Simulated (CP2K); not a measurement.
The C K edge of hydroxyacetonitrile was computed by TDDFT (CP2K XAS_TDP, aug-cc-pVDZ, TDA) at these levels: PBE0, PBEh(45%) and PBEh(45%) + GW2X. The first three lines of C2 (bonded to C and N) with a strength over 0.0015, energy in eV and strength:

| run | first | second | third |
| --- | --- | --- | --- |
| 1 | 282.20 (0.049) | 282.51 (0.057) | 286.07 (0.005) |
| 2 | 288.96 (0.048) | 289.27 (0.055) | 292.82 (0.005) |
| 3 | 276.76 (0.034) | 277.26 (0.045) | 278.39 (0.002) |

Q: Which run is which?

Run 1: PBEh(45%) (45 % exact exchange). Run 2: PBEh(45%) + GW2X (45 % exact exchange). Run 3: PBE0 (25 % exact exchange). Self-interaction lifts the core level, so the uncorrected lines rise with the share of exact exchange. The GW2X run keeps the spacings of its parent: 0.31 eV between the first two lines in run 2, 0.31 eV in run 1. Its shift is +6.76 eV, since the Kohn–Sham level at this share of exchange lies that far above the quasiparticle level.

[Hosts, paths, dates, database ids (printed as entryN), source tags and the programs' standing remarks are cut or masked in the printed files.]
